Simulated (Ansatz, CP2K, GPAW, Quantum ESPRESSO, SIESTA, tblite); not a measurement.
# Running twisted graphene monolayer on bilayer, 77.90° (186 atoms) with CP2K, part 2 of 2

Wanted: CP2K inputs and outputs for twisted graphene monolayer on bilayer, 77.90° (186 atoms), checked against a plane-wave reference.

Program: CP2K 2026.2; the method stands at each step. Banners, paths, timers and routine set-up lines are dropped from the logs unmarked, and long logs keep their key lines alone; longer cuts are marked.

So far, r.m.s. force component (eV/Å): step 2 (PBE, DZVP-MOLOPT-SR, 450/50 Ry, diagonalisation) 1.89; step 3 (GFN1-xTB, diagonalisation) 1.79.

## 4. PBE, TZVP-MOLOPT, 450/50 Ry, diagonalisation

Method: Kohn-Sham DFT, PBE, GTH-PBE pseudopotentials, Gaussian and plane waves, TZVP-MOLOPT-GTH, diagonalisation.

Input file input.inp:

```
&GLOBAL
  PROJECT cell
  RUN_TYPE ENERGY_FORCE
  PRINT_LEVEL LOW
&END GLOBAL
&FORCE_EVAL
  METHOD QS
  &DFT
    BASIS_SET_FILE_NAME BASIS_MOLOPT
    POTENTIAL_FILE_NAME GTH_POTENTIALS
    &MGRID
      CUTOFF 450
      REL_CUTOFF 50
    &END MGRID
    &QS
      EPS_DEFAULT 1.0E-12
    &END QS
    &SCF
      SCF_GUESS ATOMIC
      EPS_SCF 5.0E-06
      MAX_SCF 200
      ADDED_MOS 83
      &DIAGONALIZATION
        ALGORITHM STANDARD
      &END DIAGONALIZATION
      &SMEAR ON
        METHOD FERMI_DIRAC
        ELECTRONIC_TEMPERATURE [K] 580
      &END SMEAR
      &MIXING
        METHOD BROYDEN_MIXING
        ALPHA 0.2
        NBROYDEN 12
        BETA 0.05
      &END MIXING
      &PRINT
        &RESTART OFF
        &END RESTART
      &END PRINT
    &END SCF
    &XC
      &XC_FUNCTIONAL PBE
      &END XC_FUNCTIONAL
    &END XC
    &PRINT
      &MULLIKEN ON
      &END MULLIKEN
      &HIRSHFELD ON
        SHAPE_FUNCTION DENSITY
      &END HIRSHFELD
      &MO ON
        EIGENVALUES T
        OCCUPATION_NUMBERS T
        MO_INDEX_RANGE 361 384
        &EACH
          QS_SCF 0
        &END EACH
        ADD_LAST NUMERIC
      &END MO
    &END PRINT
  &END DFT
  &SUBSYS
    &CELL
      A 13.69670 0.00000 0.00000
      B -6.84835 11.86169 0.00000
      C 0.00000 0.00000 20.69000
    &END CELL
    &COORD
      SCALED
      C 0.07488 0.11548 0.33685
      C 0.11515 0.04254 0.33622
      C 0.10925 0.31455 0.33624
      C 0.14746 0.23555 0.33634
      C 0.14220 0.50389 0.33532
      C 0.17673 0.42610 0.33521
      C 0.17336 0.69873 0.33914
      C 0.21266 0.62453 0.33723
      C 0.20412 0.89053 0.33869
      C 0.25264 0.82109 0.33676
      C 0.23285 0.08845 0.33571
      C 0.27480 0.00787 0.33569
      C 0.27001 0.28047 0.33466
      C 0.30830 0.20330 0.33410
      C 0.29500 0.47081 0.33612
      C 0.34444 0.40043 0.33607
      C 0.33509 0.66655 0.33721
      C 0.37902 0.59239 0.33621
      C 0.36550 0.85650 0.33892
      C 0.41164 0.78517 0.33376
[... 162 atom lines left out ...]
      C 0.04564 0.39398 0.66299
      C 0.01363 0.27939 0.66328
      C 0.08490 0.23963 0.66319
      C 0.04112 0.11984 0.66441
    &END COORD
    &KIND C
      BASIS_SET TZVP-MOLOPT-GTH-q4
      POTENTIAL GTH-PBE-q4
    &END KIND
  &END SUBSYS
  &PRINT
    &FORCES ON
    &END FORCES
  &END PRINT
&END FORCE_EVAL
```

Started as:

```sh
$ OMP_NUM_THREADS=1 mpirun -np 4 cp2k.psmp -i input.inp > output.txt
```

Numbers of over 12 decimals in the logs are rounded to 6 here.

What it wrote:

```text
CP2K| version string:                                       CP2K version 2026.2
 CP2K| Input file name                                                 input.inp
 GLOBAL| Basis set file name                                        BASIS_MOLOPT
 GLOBAL| Potential file name                                      GTH_POTENTIALS
[... lines left out ...]
                        Smear method:                                FERMI_DIRAC
[... lines left out ...]
 Number of electrons:                                                        744
[... lines left out ...]
  Step     Update method      Time    Convergence         Total energy    Change
[... lines left out ...]
  *** SCF run converged in    14 steps ***
[... lines left out ...]
  Fermi energy:                                                 0.018916
  Total energy:                                             -1059.115860
  Total energy (extrapolated to T->0):                      -1059.115860
[... lines left out ...]
 MO| E(Fermi):            0.018916 a.u.          0.514743 eV
[... lines left out ...]
    186       C      1       4.000          3.996                         0.004
  Total Charge                                                           -0.000
 !-----------------------------------------------------------------------------!
 ENERGY| Total FORCE_EVAL ( QS ) energy [hartree]          -1059.116022
 FORCES| Atomic forces [hartree/bohr]
 FORCES|   Atom     x               y               z               |f|
 FORCES|      1 -7.17201954E-02  3.44026170E-02 -3.80179330E-03   7.96352945E-02
 FORCES|      2  3.87131248E-02  1.76757059E-04  2.56569205E-04   3.87143785E-02
 FORCES|      3 -4.53531586E-02 -9.09930846E-02 -2.65108415E-03   1.01703877E-01
[...]
FORCES|    185  1.04077078E-01 -2.01012916E-02 -1.44534801E-03   1.06010326E-01
 FORCES|    186  1.00947149E-02 -6.68996904E-03 -9.38177384E-03   1.53191591E-02
 FORCES| Sum    -5.48673359E-05  2.65305686E-05 -1.66774390E-04
 FORCES| Total atomic force                                       1.77561237E-04
```

Run time: 29 min. Hardware: 4 MPI ranks of Arm Neoverse V1, shared host; peak memory 10 GiB.

Against the reference:

```yaml
r_m_s_force_component: 1.872 eV/Å
r_m_s_difference_of_force_components: 12.64 meV/Å
longest_difference_of_force_vectors: 48.54 meV/Å
force_difference_over_r_m_s_force: 0.6775 %
slope_of_forces_against_the_reference_s: 1.004
correlation_of_force_components: 1
```

Against the first run (1.7 %), the force difference from the reference is 0.68 %, at 8.7 times the CPU time, with 3162 basis functions against 2418: the larger basis brings the forces nearer.

## 5. PBE, TZVP-UZH, 450/50 Ry, diagonalisation

Method: Kohn-Sham DFT, PBE, GTH-PBE pseudopotentials, Gaussian and plane waves, TZVP-MOLOPT (UZH set), diagonalisation.

Changes to input.inp since step 4:

```diff
@@ -8,4 +8,4 @@
   &DFT
-    BASIS_SET_FILE_NAME BASIS_MOLOPT
-    POTENTIAL_FILE_NAME GTH_POTENTIALS
+    BASIS_SET_FILE_NAME BASIS_MOLOPT_UZH
+    POTENTIAL_FILE_NAME POTENTIAL_UZH
     &MGRID
@@ -68,3 +68,2 @@
     &COORD
-      SCALED
 [... 186 atom lines left out: the same atoms as in the first run ...]
@@ -72,3 +71,3 @@
     &KIND C
-      BASIS_SET TZVP-MOLOPT-GTH-q4
+      BASIS_SET TZVP-MOLOPT-PBE-GTH-q4
       POTENTIAL GTH-PBE-q4
```

What it wrote:

```text
CP2K| version string:                                       CP2K version 2026.2
 CP2K| Input file name                                                 input.inp
 GLOBAL| Basis set file name                                    BASIS_MOLOPT_UZH
 GLOBAL| Potential file name                                       POTENTIAL_UZH
 GLOBAL| Run type                                                   ENERGY_FORCE
 GLOBAL| Total number of message passing processes                             4
 GLOBAL| Number of threads for this process                                    1
[... lines left out ...]
                        Smear method:                                FERMI_DIRAC
[... lines left out ...]
 Number of electrons:                                                        744
[... lines left out ...]
  Step     Update method      Time    Convergence         Total energy    Change
[... lines left out ...]
  *** SCF run converged in    14 steps ***
[... lines left out ...]
  Fermi energy:                                                 0.020702
  Total energy:                                             -1058.764612
  Total energy (extrapolated to T->0):                      -1058.764612
[... lines left out ...]
 MO| E(Fermi):            0.020702 a.u.          0.563328 eV
[... lines left out ...]
                           Hirshfeld Charges
  #Atom  Element  Kind  Ref Charge     Population                    Net charge
      1       C      1       4.000          3.999                         0.001
      2       C      1       4.000          4.006                        -0.006
      3       C      1       4.000          4.001                        -0.001
[...]
185       C      1       4.000          4.001                        -0.001
    186       C      1       4.000          3.996                         0.004
  Total Charge                                                           -0.000
 !-----------------------------------------------------------------------------!
 ENERGY| Total FORCE_EVAL ( QS ) energy [hartree]          -1058.764749
 FORCES| Atomic forces [hartree/bohr]
 FORCES|   Atom     x               y               z               |f|
 FORCES|      1 -7.23162485E-02  3.46266690E-02 -3.99718268E-03   8.02784123E-02
 FORCES|      2  3.89747519E-02  1.54362205E-04  1.56784634E-04   3.89753729E-02
 FORCES|      3 -4.58347217E-02 -9.16792691E-02 -2.81727736E-03   1.02537053E-01
[...]
FORCES|    185  1.05054620E-01 -2.01924532E-02 -1.30258698E-03   1.06985537E-01
 FORCES|    186  9.99266157E-03 -6.64703782E-03 -9.24790130E-03   1.51512401E-02
 FORCES| Sum    -2.89725790E-05  9.39715534E-06 -1.69244440E-04
 FORCES| Total atomic force                                       1.71963361E-04
```

Wall time 4.9 min (4 MPI ranks); peak memory 9.7 GiB; 20 min of CPU time.

Against the reference:

| Item | Value |
| --- | --- |
| r.m.s. force component | 1.889 eV/Å |
| r.m.s. difference of force components | 26.17 meV/Å |
| longest difference of force vectors | 103.5 meV/Å |
| force difference over r.m.s. force | 1.403 % |
| slope of forces against the reference's | 1.012 |
| correlation of force components | 1 |

Against the first run (1.7 %), the force difference from the reference is 1.4 %, at 1.5 times the CPU time, with 3162 basis functions against 2418; this set comes with other potentials too, so the change isn't the basis's alone.

## 6. PBE, SZV-MOLOPT-SR, 450/50 Ry, diagonalisation

Method: Kohn-Sham DFT, PBE, GTH-PBE pseudopotentials, Gaussian and plane waves, SZV-MOLOPT-SR-GTH, diagonalisation.

Changes to input.inp since step 5:

```diff
@@ -8,4 +8,4 @@
   &DFT
-    BASIS_SET_FILE_NAME BASIS_MOLOPT_UZH
-    POTENTIAL_FILE_NAME POTENTIAL_UZH
+    BASIS_SET_FILE_NAME BASIS_MOLOPT
+    POTENTIAL_FILE_NAME GTH_POTENTIALS
     &MGRID
@@ -71,3 +71,3 @@
     &KIND C
-      BASIS_SET TZVP-MOLOPT-PBE-GTH-q4
+      BASIS_SET SZV-MOLOPT-SR-GTH-q4
       POTENTIAL GTH-PBE-q4
```

Started as:

```sh
$ OMP_NUM_THREADS=2 cp2k.psmp -i input.inp > output.txt
```

What it wrote:

```text
CP2K| version string:                                       CP2K version 2026.2
 CP2K| Input file name                                                 input.inp
 GLOBAL| Basis set file name                                        BASIS_MOLOPT
 GLOBAL| Potential file name                                      GTH_POTENTIALS
[... lines left out ...]
                        Smear method:                                FERMI_DIRAC
[... lines left out ...]
 Number of electrons:                                                        744
[... lines left out ...]
  Step     Update method      Time    Convergence         Total energy    Change
[... lines left out ...]
  *** SCF run converged in    12 steps ***
[... lines left out ...]
  Fermi energy:                                                 0.053103
  Total energy:                                             -1055.694081
  Total energy (extrapolated to T->0):                      -1055.694081
[... lines left out ...]
 MO| E(Fermi):            0.053103 a.u.          1.444997 eV
[... lines left out ...]
    186       C      1       4.000          3.996                         0.004
  Total Charge                                                           -0.000
 !-----------------------------------------------------------------------------!
 ENERGY| Total FORCE_EVAL ( QS ) energy [hartree]          -1055.693988
 FORCES| Atomic forces [hartree/bohr]
 FORCES|   Atom     x               y               z               |f|
 FORCES|      1 -8.85364746E-02  4.39051585E-02 -4.95920184E-03   9.89493000E-02
 FORCES|      2  4.63770119E-02 -2.89693824E-03  5.90965187E-04   4.64711601E-02
 FORCES|      3 -5.47134969E-02 -1.14892103E-01 -3.38228763E-03   1.27299654E-01
[...]
FORCES|    185  1.33030173E-01 -2.58006830E-02 -1.86004113E-03   1.35521814E-01
 FORCES|    186  1.29563642E-02 -5.50003348E-03 -1.14102030E-02   1.81193398E-02
 FORCES| Sum    -7.06984220E-05  1.04440588E-05 -3.45592937E-05
 FORCES| Total atomic force                                       7.93831848E-05
```

Wall time 3 min (2 threads); peak memory 6.6 GiB; 5.4 min of CPU time.

Numbers from this run, and their distance from the reference:

- r.m.s. force component: 2.349 eV/Å
- r.m.s. difference of force components: 487.4 meV/Å
- longest difference of force vectors: 2856 meV/Å
- force difference over r.m.s. force: 26.12 %
- slope of forces against the reference's: 1.258
- correlation of force components: 0.9995

This is a coarse setting, run to see what it loses.

Against the first run (1.7 %), the force difference from the reference is 26 %, at 0.41 times the CPU time (on 2 against 4 cores), with 744 basis functions against 2418: the smaller basis costs accuracy.

## 7. The ladder

Differences are against the plane-wave reference, forces as r.m.s. over components; share is that over the reference's r.m.s. force, slope the least-squares factor from reference forces to these. Total energies of different programs have different zeros and aren't compared.

| run | Δ force, r.m.s. (meV/Å) | share (%) | slope | cores | CPU time | memory (GiB) |
| --- | --- | --- | --- | --- | --- | --- |
| reference | - | - | - | 4 | 72 min | 14 |
| CP2K PBE, DZVP-MOLOPT-SR, 450/50 Ry, diagonalisation | 31.5 | 1.69 | 1.014 | 4 | 13 min | 8.8 |
| CP2K GFN1-xTB, diagonalisation | 120 | 6.45 | 0.958 | 2 | 12 s | 0.3 |
| CP2K PBE, TZVP-MOLOPT, 450/50 Ry, diagonalisation | 12.6 | 0.677 | 1.004 | 4 | 1.9 h | 10.0 |
| CP2K PBE, TZVP-UZH, 450/50 Ry, diagonalisation | 26.2 | 1.40 | 1.012 | 4 | 20 min | 9.7 |
| CP2K PBE, SZV-MOLOPT-SR, 450/50 Ry, diagonalisation (coarse) | 487 | 26.1 | 1.258 | 2 | 5.4 min | 6.6 |

Rows marked coarse were listed beforehand as settings not expected to be converged; some can still land near the reference.

CPU time is summed over cores on a shared host, where runs went side by side, so it is rough. Symmetry, cutoffs, thresholds, outputs and thread counts weren't matched or tuned between programs; memory under MPI is the largest rank's times the ranks.

## 8. Results

```yaml
nearest_in_forces: CP2K PBE, TZVP-MOLOPT, 450/50 Ry, diagonalisation, 0.68 %
its_cpu_time: 1.9 h
```

In words: The PBE runs in local orbitals, coarse settings apart, differ by 0.68 % (CP2K PBE, TZVP-MOLOPT, 450/50 Ry, diagonalisation) to 1.7 % (CP2K PBE, DZVP-MOLOPT-SR, 450/50 Ry, diagonalisation); basis, grid and potentials can all enter. Tight binding differs by 6.4 % (CP2K GFN1-xTB, diagonalisation); it is another model, with fitted parameters of its own, and the xTB methods hold dispersion. Runs with settings chosen to be coarse differ by 26 % (CP2K PBE, SZV-MOLOPT-SR, 450/50 Ry, diagonalisation), their programs' other errors included. Of the electronic-structure runs that take under half the reference's CPU time, CP2K PBE, TZVP-UZH, 450/50 Ry, diagonalisation comes nearest, at 1.4 % in 20 min against 72 min. CP2K PBE, SZV-MOLOPT-SR, 450/50 Ry, diagonalisation stiffens the forces by a factor of 1.26 while following their directions (correlation 1.000); the slopes of the 5 CP2K runs lie between 0.96 and 1.26. Periodic xTB results under one method name differ between programs and library versions. The reference's PBE has no dispersion term, which matters for the binding between molecules or layers. One k-point is far too coarse for the carbon or group-IV sheet, and it can put spurious forces of up to about 1 eV/Å on the sheet's atoms. The electronic-structure runs sample only Γ, in a cell whose shortest periodic width is 12 Å.

[Also dropped from logs without a mark: logging warnings of Python, and SIESTA's first energy breakdown and zero terms.]

[Logs are printed without paths, hosts, clocks, repeated set-up lines and the standing remarks that a program may print on its own settings, such as how far it seeks lower states.]

[Hosts, paths, dates, database ids (printed as entryN), source tags and the programs' standing remarks are cut or masked in the printed files.]
